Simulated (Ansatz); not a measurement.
# Tunnelling from Li(110) to Li(110): the current at the widest gap

Three vacuum gaps between Li(110) and Li(110) are known. What current density flows at 0.25 V across 6.5 Å?

**Method.** Ansatz 0.2.0, plane waves with PAW datasets, PBEsol; a slab with two metal leads whose outer parts are reservoirs, with density and current solved under bias (Landauer, 300 K). The gap is counted from plane to plane of nuclei, and atoms stay on ideal sites.

The runs, with one result withheld:

| gap (Å) | drop between the leads' cuts at 0.25 V (V) | current density at 0.25 V (A/m²) |
| --- | --- | --- |
| 3.5 | 0.0980 | 1.41×10¹⁴ |
| 4.5 | 0.178 | 7.57×10¹³ |
| 5.5 | 0.214 | 3.84×10¹³ |
| 6.5 | 0.234 | ? |

Worked fit:

Tunnelling falls as exp(−βd). From 3.5 to 4.5 Å, β = ln(1.41×10¹⁴/7.57×10¹³)/1 = 0.623 Å⁻¹, and from 4.5 to 5.5 Å it is 0.679 Å⁻¹; the slope still steepens as the gap leaves contact, so the wider pair is taken. Then 3.84×10¹³ × exp(−0.679 × 1). Predicted: 1.94×10¹³ A/m².

**The withheld run.**

1.56×10¹³ A/m², so the prediction is 24 % too high. The last step has β = 0.897 Å⁻¹, an apparent barrier ħ²β²/8m of 0.77 eV: the decay of this current is still steepening. The conductances at 0 V give β = 0.678 and 0.916 Å⁻¹ for the last two steps.

Caveats: On every other k-point the currents of these runs, at any bias, move by up to 4.2 %. A semilocal functional lacks the image potential's tail.
